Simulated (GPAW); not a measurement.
# The basis that the transmission of a Re chain with a Cl atom on top of one atom needs

Aim: T(E), conductance and thermopower of a Re chain with a Cl atom on top of one atom, and what cheaper settings cost in accuracy.

Main program and level: GPAW 26.7.0; GPAW LCAO, PAW setups; Landauer transmission from Green's functions with principal layers (ASE), zero bias.

**1. The structure**

The cell holds 16 atoms: 15 Re and 1 Cl. Its edges and angles: a = 9.000 Å, b = 9.000 Å, c = 33.750 Å, α = 90.0°, β = 90.0°, γ = 90.0°. Regions: left lead, 7 atoms (7 Re); channel, 2 atoms (1 Re and 1 Cl); right lead, 7 atoms (7 Re). Vacuum lies along a and b. The structure is stacked along c, and the current runs across the ab planes.

**2. Double-zeta polarised basis**

The script solves lead and junction separately, takes H and S in the orbital basis, and joins semi-infinite leads through their self-energies; the dzp basis is the working standard.

Input file run.py:

```python
import json
import numpy as np
from ase import Atoms
from ase.transport.calculators import TransportCalculator
from gpaw import GPAW, FermiDirac
from gpaw.lcao.tools import get_lcao_hamiltonian
from scipy.linalg import eigh

# The junction with lead layers at both ends, along the third cell vector
device = Atoms(
    ['Re', 'Re', 'Re', 'Re', 'Re', 'Re', 'Re', 'Re', 'Cl', 'Re', 'Re', 'Re', 'Re', 'Re', 'Re', 'Re'],
    positions=[
        [4.50000, 4.50000, 1.12500],
        [4.50000, 4.50000, 3.37500],
        [4.50000, 4.50000, 5.62500],
        [4.50000, 4.50000, 7.87500],
        [4.50000, 4.50000, 10.12500],
        [4.50000, 4.50000, 12.37500],
        [4.50000, 4.50000, 14.62500],
        [4.50000, 4.50000, 16.87500],
        [6.38160, 4.50000, 16.87500],
        [4.50000, 4.50000, 19.12500],
        [4.50000, 4.50000, 21.37500],
        [4.50000, 4.50000, 23.62500],
        [4.50000, 4.50000, 25.87500],
        [4.50000, 4.50000, 28.12500],
        [4.50000, 4.50000, 30.37500],
        [4.50000, 4.50000, 32.62500]],
    cell=[[9.0, 0.0, 0.0], [0.0, 9.0, 0.0], [0.0, 0.0, 33.75]],
    pbc=True)

# One principal layer of the lead: the first 5 atoms of the device
lead = Atoms(
    ['Re', 'Re', 'Re', 'Re', 'Re'],
    positions=[
        [4.50000, 4.50000, 1.12500],
        [4.50000, 4.50000, 3.37500],
        [4.50000, 4.50000, 5.62500],
        [4.50000, 4.50000, 7.87500],
        [4.50000, 4.50000, 10.12500]],
    cell=[[9.0, 0.0, 0.0], [0.0, 9.0, 0.0], [0.0, 0.0, 11.25]],
    pbc=True)

settings = dict(mode='lcao', basis='dzp', xc='PBE', h=0.2,
                occupations=FermiDirac(0.1), maxiter=250,
                mixer=dict(beta=0.1, nmaxold=8, weight=100.0),
                convergence=dict(density=0.0001))
energies = np.arange(-2, 2 + 1e-9, 0.05)
eta = 0.0001
n1, n2 = 1, 1
# k and -k transmit alike, so half of the mesh across the current serves
mesh = [(i, j) for i in range(n1) for j in range(n2) if (i, j) <= (-i % n1, -j % n2)]
weights = np.array([1 if (i, j) == (-i % n1, -j % n2) else 2 for i, j in mesh]) / (n1 * n2)

# [... helper functions left out ...]
fermi_lead = ground_state(lead, (1, 1, 10), 'lead.txt')
fermi_device = ground_state(device, (1, 1, 3), 'device.txt')
# [... loop over the mesh left out, but for ...]
        # Shift the lead onto the potential of the device's first layer
        shift = ((H[:, 0, 0] - H0[:, 0, 0]) / S0[0, 0]).real.mean()
# [...]
kT = 8.617333e-5 * 300
bias = [0.1, 0.2, 0.5, 1.0, 1.5, 2.0]
# [... integrals and printing left out ...]
```

On the command line:

```bash
OMP_NUM_THREADS=1 OPENBLAS_NUM_THREADS=1 python run.py
```

Output:

```text
basis functions: device 418, principal layer 135
Fermi level: lead -3.0903 eV, device -2.9754 eV; lead shifted by -0.0024 eV
largest coupling past the next layer 1.50e-06 eV, largest misfit of the first layer 0.046 eV
  E-E_F (eV)   T (one spin)  [channel counts left out]
    -2.000    3.1339e+00
    -1.950    3.1756e+00
    -1.900    3.2137e+00
    -1.850    3.2483e+00
    -1.800    3.2799e+00
    -1.750    3.3084e+00
    -1.700    3.3341e+00
    -1.650    3.3570e+00
    -1.600    3.3768e+00
    -1.550    3.3935e+00
    -1.500    3.4066e+00
    -1.450    3.4158e+00
    -1.400    3.4207e+00
    -1.350    3.4209e+00
    -1.300    3.4156e+00
    -1.250    3.4037e+00
[...]
1.650    2.0742e+00
     1.700    2.0134e+00
     1.750    1.9361e+00
     1.800    1.8292e+00
     1.850    1.6678e+00
     1.900    1.5832e+00
     1.950    1.4357e+00
     2.000    1.0960e+00
conductance at 300 K: 4.7338 G0 a cell; thermopower -0.2936 uV/K
current from the zero-bias T(E) at 0.1 V: 36.663 uA
current from the zero-bias T(E) at 0.2 V: 73.243 uA
current from the zero-bias T(E) at 0.5 V: 181.66 uA
current from the zero-bias T(E) at 1.0 V: 354.53 uA
current from the zero-bias T(E) at 1.5 V: 515.64 uA
current from the zero-bias T(E) at 2.0 V: 661.6 uA
```

The job ended after 5.1 min (1 thread of Arm Neoverse N1, shared host; peak memory 1.4 GiB).

This run has no spin polarisation, although Re can carry a moment.

This step gave:

- conductance: 4.734 G₀
- largest coupling past the next principal layer: 1.50e-6 eV
- largest misfit of the first principal layer: 0.04638 eV
- shift that aligns the lead: -0.002403 eV
- basis functions of the junction: 418
- basis functions of a principal layer: 135
- transmission at the Fermi level (one spin): 4.739

One spin. Table of transmission, zone mean by energy, zero at the Fermi level:

```tsv
energy (eV)	transmission, zone mean
-2.000	3.13
-1.800	3.28
-1.600	3.38
-1.400	3.42
-1.200	3.38
-1.000	3.74
-0.800	3.96
-0.600	4.12
-0.400	4.33
-0.200	4.61
0.000	4.74
0.050	4.74
0.200	4.70
0.400	4.54
0.600	4.26
0.800	3.88
1.000	3.26
1.200	2.47
1.400	2.29
1.600	2.12
1.800	1.83
2.000	1.10
```

Not self-consistent under bias; the bias window is split evenly. Table of current through one cell, from the zero-bias transmission by bias:

```tsv
bias (V)	current through one cell, from the zero-bias transmission (mA)
0.100	0.0367
0.200	0.0732
0.500	0.182
1.000	0.355
1.500	0.516
2.000	0.662
```

Table of transmission of the three most open eigenchannels by energy, zero at the Fermi level:

```tsv
energy (eV)	channel 1	channel 2	channel 3
-2.00	0.989	0.983	0.684
-1.85	0.989	0.985	0.797
-1.70	0.990	0.988	0.879
-1.60	0.990	0.989	0.923
-1.45	0.992	0.990	0.972
-1.30	0.997	0.994	0.989
-1.15	0.997	0.993	0.978
-1.05	0.997	0.991	0.938
-0.90	0.997	0.991	0.946
-0.75	0.998	0.991	0.955
-0.60	0.999	0.992	0.962
-0.50	0.999	0.993	0.962
-0.35	0.998	0.993	0.958
-0.20	0.995	0.993	0.952
-0.05	0.994	0.986	0.951
0.00	0.994	0.981	0.951
0.05	0.994	0.976	0.952
0.20	0.995	0.952	0.948
0.35	0.995	0.948	0.896
0.50	0.995	0.939	0.882
0.60	0.995	0.929	0.884
0.75	0.995	0.906	0.887
0.90	0.995	0.887	0.859
1.05	0.996	0.871	0.678
1.15	0.994	0.899	0.395
1.30	0.993	0.897	0.385
1.45	0.992	0.880	0.351
1.60	0.991	0.844	0.288
1.70	0.989	0.803	0.221
1.85	0.989	0.678	9.1e-4
2.00	0.990	0.105	0.00137
```

Couplings past the next layer reach 1.5e-6 eV, small enough to drop; the matrix elements of the cell's first layer differ from the bulk lead's by up to 0.046 eV. That layer keeps its own values in the calculation, and only beyond it is the lead taken as perfect. The Fermi levels of lead and junction count from different zeros of potential, one for each periodic cell; with both set to zero, the small remaining shift is what aligns them. Without spin-orbit coupling, which is large for these atoms, channel counts and T are those of the scalar-relativistic bands. By hand: G = 4.734 × 77.48 μS = 367 μS, a resistance of 2.73 kΩ; at 0.1 V a linear junction would pass 36.7 μA, and the integral over the bias window gives 36.7 μA.

**3. GPAW, szp: basis = "szp(dzp)"**

One radial function a shell plus polarisation makes the matrices smaller; the question is what that costs.

Edit run.py of step 2 so:

```diff
@@ -43,3 +43,3 @@
 
-settings = dict(mode='lcao', basis='dzp', xc='PBE', h=0.2,
+settings = dict(mode='lcao', basis='szp(dzp)', xc='PBE', h=0.2,
                 occupations=FermiDirac(0.1), maxiter=250,
```

Output:

```text
basis functions: device 234, principal layer 75
Fermi level: lead -2.9483 eV, device -2.8463 eV; lead shifted by -0.0025 eV
largest coupling past the next layer 1.50e-06 eV, largest misfit of the first layer 0.040 eV
  E-E_F (eV)   T (one spin)  [channel counts left out]
    -2.000    3.1563e+00
    -1.950    3.1990e+00
    -1.900    3.2379e+00
    -1.850    3.2732e+00
    -1.800    3.3053e+00
    -1.750    3.3345e+00
    -1.700    3.3610e+00
    -1.650    3.3846e+00
    -1.600    3.4059e+00
    -1.550    3.4241e+00
    -1.500    3.4390e+00
    -1.450    3.4503e+00
    -1.400    3.4577e+00
    -1.350    3.4608e+00
    -1.300    3.4593e+00
    -1.250    3.4523e+00
[...]
1.650    2.0776e+00
     1.700    1.9921e+00
     1.750    1.8753e+00
     1.800    1.6779e+00
     1.850    1.5182e+00
     1.900    1.3597e+00
     1.950    1.0293e+00
     2.000    9.9004e-01
conductance at 300 K: 4.7544 G0 a cell; thermopower -0.1222 uV/K
current from the zero-bias T(E) at 0.1 V: 36.826 uA
current from the zero-bias T(E) at 0.2 V: 73.583 uA
current from the zero-bias T(E) at 0.5 V: 182.75 uA
current from the zero-bias T(E) at 1.0 V: 357.61 uA
current from the zero-bias T(E) at 1.5 V: 520.8 uA
current from the zero-bias T(E) at 2.0 V: 669.07 uA
```

Elapsed: 2.8 min, on 1 thread; peak memory 1.3 GiB.

This step gave:

- conductance: 4.754 G₀
- largest misfit of the first principal layer: 0.03969 eV
- shift that aligns the lead: -0.002494 eV
- basis functions of the junction: 234
- basis functions of a principal layer: 75
- transmission at the Fermi level (one spin): 4.759

One spin. Table of transmission, zone mean by energy, zero at the Fermi level:

```tsv
energy (eV)	transmission, zone mean
-2.000	3.16
-1.800	3.31
-1.600	3.41
-1.400	3.46
-1.200	3.44
-1.000	3.75
-0.800	4.01
-0.600	4.20
-0.400	4.43
-0.200	4.66
0.000	4.76
0.200	4.71
0.400	4.55
0.600	4.29
0.800	3.94
1.000	3.38
1.200	2.58
1.400	2.35
1.600	2.15
1.800	1.68
2.000	0.990
```

Not self-consistent under bias; the bias window is split evenly. Current through one cell, from the zero-bias transmission against bias:

```tsv
bias (V)	current through one cell, from the zero-bias transmission (mA)
0.100	0.0368
0.200	0.0736
0.500	0.183
1.000	0.358
1.500	0.521
2.000	0.669
```

The transmission of the three most open eigenchannels by energy, zero at the Fermi level:

```tsv
energy (eV)	channel 1	channel 2	channel 3
-2.00	0.989	0.984	0.653
-1.90	0.989	0.985	0.734
-1.80	0.990	0.987	0.799
-1.70	0.990	0.989	0.855
-1.55	0.991	0.990	0.924
-1.45	0.993	0.990	0.960
-1.35	0.994	0.990	0.985
-1.25	0.998	0.996	0.990
-1.15	0.997	0.995	0.988
-1.05	0.997	0.991	0.956
-0.90	0.997	0.991	0.960
-0.80	0.998	0.991	0.964
-0.70	0.999	0.992	0.968
-0.60	0.999	0.993	0.970
-0.50	0.999	0.993	0.971
-0.40	0.998	0.994	0.969
-0.25	0.995	0.994	0.964
-0.15	0.994	0.988	0.960
-0.05	0.994	0.978	0.958
0.00	0.994	0.971	0.957
0.05	0.995	0.964	0.956
0.15	0.995	0.956	0.944
0.25	0.995	0.954	0.916
0.40	0.995	0.949	0.887
0.50	0.995	0.943	0.886
0.60	0.995	0.933	0.885
0.70	0.995	0.919	0.884
0.80	0.995	0.900	0.883
0.90	0.995	0.880	0.872
1.05	0.995	0.862	0.729
1.15	0.994	0.883	0.481
1.25	0.994	0.881	0.466
1.35	0.993	0.870	0.448
1.45	0.992	0.850	0.421
1.55	0.991	0.819	0.381
1.70	0.988	0.734	0.270
1.80	0.986	0.624	0.0680
1.90	0.988	0.371	6.7e-4
2.00	0.990	2.8e-6	2.0e-8
```

The conductance, 4.75 G₀, lies 0.4 % above that of the dzp run.

**4. Minimal basis**

The minimal basis is the cheapest rung: no second zeta and no polarisation.

Edit run.py of step 3 so:

```diff
@@ -43,3 +43,3 @@
 
-settings = dict(mode='lcao', basis='szp(dzp)', xc='PBE', h=0.2,
+settings = dict(mode='lcao', basis='sz(dzp)', xc='PBE', h=0.2,
                 occupations=FermiDirac(0.1), maxiter=250,
```

Output:

```text
basis functions: device 184, principal layer 60
Fermi level: lead -2.9933 eV, device -2.8961 eV; lead shifted by -0.0041 eV
largest coupling past the next layer 1.49e-06 eV, largest misfit of the first layer 0.022 eV
  E-E_F (eV)   T (one spin)  [channel counts left out]
    -2.000    3.2913e+00
    -1.950    3.3264e+00
    -1.900    3.3571e+00
[...]
1.950    1.3701e+00
     2.000    9.8335e-01
conductance at 300 K: 4.7679 G0 a cell; thermopower -0.06212 uV/K
current from the zero-bias T(E) at 0.1 V: 36.931 uA
current from the zero-bias T(E) at 0.2 V: 73.795 uA
current from the zero-bias T(E) at 0.5 V: 183.36 uA
current from the zero-bias T(E) at 1.0 V: 359.24 uA
current from the zero-bias T(E) at 1.5 V: 524.39 uA
current from the zero-bias T(E) at 2.0 V: 675.33 uA
```

Elapsed: 2.2 min, on 1 thread; peak memory 1.2 GiB.

Numbers from this step:

```yaml
conductance: 4.768 G₀
largest_coupling_past_the_next_principal_layer: 1.49e-6 eV
largest_misfit_of_the_first_principal_layer: 0.02235 eV
shift_that_aligns_the_lead: -0.004113 eV
basis_functions_of_the_junction: 184
basis_functions_of_a_principal_layer: 60
transmission_at_the_fermi_level_one_spin: 4.772
```

The conductance, 4.77 G₀, lies 0.7 % above that of the dzp run.

**5. RPBE in the dzp basis: xc = "RPBE"**

Back in the dzp basis, the functional changes from PBE to RPBE, to set the spread between functionals beside that between bases.

Edit run.py of step 4 so:

```diff
@@ -43,3 +43,3 @@
 
-settings = dict(mode='lcao', basis='sz(dzp)', xc='PBE', h=0.2,
+settings = dict(mode='lcao', basis='dzp', xc='RPBE', h=0.2,
                 occupations=FermiDirac(0.1), maxiter=250,
```

Output:

```text
basis functions: device 418, principal layer 135
Fermi level: lead -3.0072 eV, device -2.8916 eV; lead shifted by -0.0013 eV
largest coupling past the next layer 1.44e-06 eV, largest misfit of the first layer 0.048 eV
  E-E_F (eV)   T (one spin)  [channel counts left out]
    -2.000    3.1310e+00
    -1.950    3.1746e+00
    -1.900    3.2146e+00
[...]
1.950    1.3476e+00
     2.000    9.9092e-01
conductance at 300 K: 4.729 G0 a cell; thermopower -0.2776 uV/K
current from the zero-bias T(E) at 0.1 V: 36.627 uA
current from the zero-bias T(E) at 0.2 V: 73.173 uA
current from the zero-bias T(E) at 0.5 V: 181.54 uA
current from the zero-bias T(E) at 1.0 V: 354.52 uA
current from the zero-bias T(E) at 1.5 V: 515.9 uA
current from the zero-bias T(E) at 2.0 V: 662.17 uA
```

Wall time 5.2 min (1 thread); peak memory 1.4 GiB.

This step gave:

```yaml
conductance: 4.729 G₀
largest_coupling_past_the_next_principal_layer: 1.44e-6 eV
largest_misfit_of_the_first_principal_layer: 0.04784 eV
shift_that_aligns_the_lead: -0.001334 eV
basis_functions_of_the_junction: 418
basis_functions_of_a_principal_layer: 135
transmission_at_the_fermi_level_one_spin: 4.734
```

One spin. The transmission, zone mean by energy, zero at the Fermi level:

energy (eV), transmission, zone mean and a bar from the least value:
```
    -2.00       3.13 #################
    -1.85       3.25 ##################
    -1.70       3.34 ###################
    -1.60       3.38 ###################
    -1.45       3.42 ###################
    -1.30       3.42 ###################
    -1.15       3.34 ###################
    -1.05       3.66 #####################
    -0.90       3.87 #######################
    -0.75       4.01 ########################
    -0.60       4.13 #########################
    -0.50       4.22 ##########################
    -0.35       4.41 ###########################
    -0.20       4.61 #############################
    -0.05       4.72 ##############################
     0.00       4.73 ##############################
     0.05       4.74 ##############################
     0.20       4.69 ##############################
     0.35       4.59 #############################
     0.50       4.42 ###########################
     0.60       4.27 ##########################
     0.75       4.00 ########################
     0.90       3.63 #####################
     1.05       2.96 ################
     1.15       2.57 #############
     1.30       2.40 ###########
     1.45       2.27 ##########
     1.60       2.15 #########
     1.70       2.03 ########
     1.85       1.64 #####
     2.00       0.99
```

The conductance equals that of the dzp run to 0.2 %.

**6. Cost and result by level**

Times are for 1 thread of Arm Neoverse N1, shared host. The series side by side:

```tsv
no.	run	conductance (G₀)	time	memory (GiB)
1	dzp	4.734	5.1 min	1.4
2	szp	4.754	2.8 min	1.3
3	sz	4.768	2.2 min	1.2
4	dzp RPBE	4.729	5.2 min	1.4
```

**7. Comparison**

The curves are compared point by point over the common energies.

This step: comparison of transmission and cost over codes and levels (GPAW 26.7.0).

Ladder, by row:

```tsv
step	code	T at the Fermi level (sum over the listed spins)	conductance (G0)	r.m.s. T(E) from the first	wall time (s)	peak memory (GiB)	threads
dzp	GPAW	4.739	4.734	0	305.2	1.35	1
szp	GPAW	4.759	4.754	0.08489	169.2	1.28	1
sz	GPAW	4.772	4.768	0.1399	131.6	1.23	1
dzp-RPBE	GPAW	4.734	4.729	0.02506	314.9	1.35	1
```

The transmission, zone mean, sum over the listed spins by energy, zero at the Fermi level:

```tsv
energy (eV)	dzp	szp	sz	dzp-RPBE
-2.0000	3.13	3.16	3.29	3.13
-1.7500	3.31	3.33	3.43	3.31
-1.5000	3.41	3.44	3.50	3.41
-1.2500	3.40	3.45	3.47	3.41
-1.0000	3.74	3.75	3.79	3.75
-0.7500	4.00	4.06	4.12	4.01
-0.5000	4.21	4.30	4.35	4.22
-0.2500	4.54	4.61	4.64	4.55
0.0000	4.74	4.76	4.77	4.73
0.0500	4.74	4.76	4.77	4.74
0.2500	4.67	4.68	4.71	4.67
0.5000	4.41	4.44	4.47	4.42
0.7500	3.99	4.04	4.11	4.00
1.0000	3.26	3.38	3.50	3.27
1.2500	2.42	2.51	2.67	2.44
1.5000	2.21	2.26	2.42	2.24
1.7500	1.94	1.88	2.13	1.95
2.0000	1.10	0.990	0.983	0.991
```

(Continued in part 2 of 2.)

[Logs are printed without paths, hosts, clocks, repeated set-up lines and the standing remarks that a program may print on its own settings, such as how far it seeks lower states.]

[Hosts, paths, dates, database ids (printed as entryN), source tags and the programs' standing remarks are cut or masked in the printed files.]
